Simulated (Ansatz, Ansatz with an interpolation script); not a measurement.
Planning a run of Ansatz 0.2.0 on Cs2HfF6 (P-3m1). The input:

```yaml
crystal:
  lattice:
    - [6.39, 0.0, 0.0]
    - [-3.195, 5.5339023302, 0.0]
    - [0.0, 0.0, 5.0]
  atoms:
    - { symbol: Cs, position: [0.3333333333, 0.6666666667, 0.692] }
    - { symbol: Cs, position: [0.6666666667, 0.3333333333, 0.308] }
    - { symbol: Hf, position: [0.0, 0.0, 0.0] }
    - { symbol: F, position: [0.16, 0.84, 0.198] }
    - { symbol: F, position: [0.16, 0.32, 0.198] }
    - { symbol: F, position: [0.68, 0.84, 0.198] }
    - { symbol: F, position: [0.84, 0.16, 0.802] }
    - { symbol: F, position: [0.32, 0.16, 0.802] }
    - { symbol: F, position: [0.84, 0.68, 0.802] }
kpoints:
  mp_grid: { grid: [6, 6, 4] }
  band_path:
    path:
      - [[0.0, 0.0, 0.0], [0.5, 0.0, 0.0], [0.33333333, 0.33333333, 0.0], [0.0, 0.0, 0.0], [0.0, 0.0, 0.5], [0.5, 0.0, 0.5], [0.33333333, 0.33333333, 0.5], [0.0, 0.0, 0.5]]
      - [[0.5, 0.0, 0.5], [0.5, 0.0, 0.0]]
      - [[0.33333333, 0.33333333, 0.5], [0.33333333, 0.33333333, 0.0]]
    npoints: 10
hamiltonian:
  xc: lda
  pseudopotentials: { kind: paw_fr, azcp: { folder: soft_1 }, xc_functional: pbe }
scf:
  occupations: { method: fermi_dirac, width: 0.02 }
  n_extra_bands: 14
magnetization:
  noncollinear: true
  spin_orbit: true
output:
  eigenvalues: true
  forces: true
  stress: true
```

```sh
ansatz run input.yaml --threads 2 --pin off --max-ram 92160MiB --backend cuda --events-out ev --progress --plain --runs-dir out --devices 1 --max-vram 13GiB
```

Q: How long will it take on 1 × NVIDIA H100 80GB HBM3 (shared by 6 runs) with 2 threads of AMD EPYC 7R13 (Zen 3), shared host, and how much memory?

It took 19 s; on shared hardware allow 9.5 s to 38 s. Peak host memory was 2.1 GiB. The sizes that set the cost: 3485 plane waves a state, 24 irreducible k points and 10 SCF cycles.

[Paths, hosts, dates, memory and timing lines, banners, echoed tables and standing remarks are left out of the program output.]

[Logs are printed without paths, hosts, clocks, repeated set-up lines and the standing remarks that a program may print on its own settings, such as how far it seeks lower states.]

[Runs of the session that timed out or met a known fault of the program may be left out.]

[Hosts, paths, dates, database ids (printed as entryN), source tags and the programs' standing remarks are cut or masked in the printed files.]
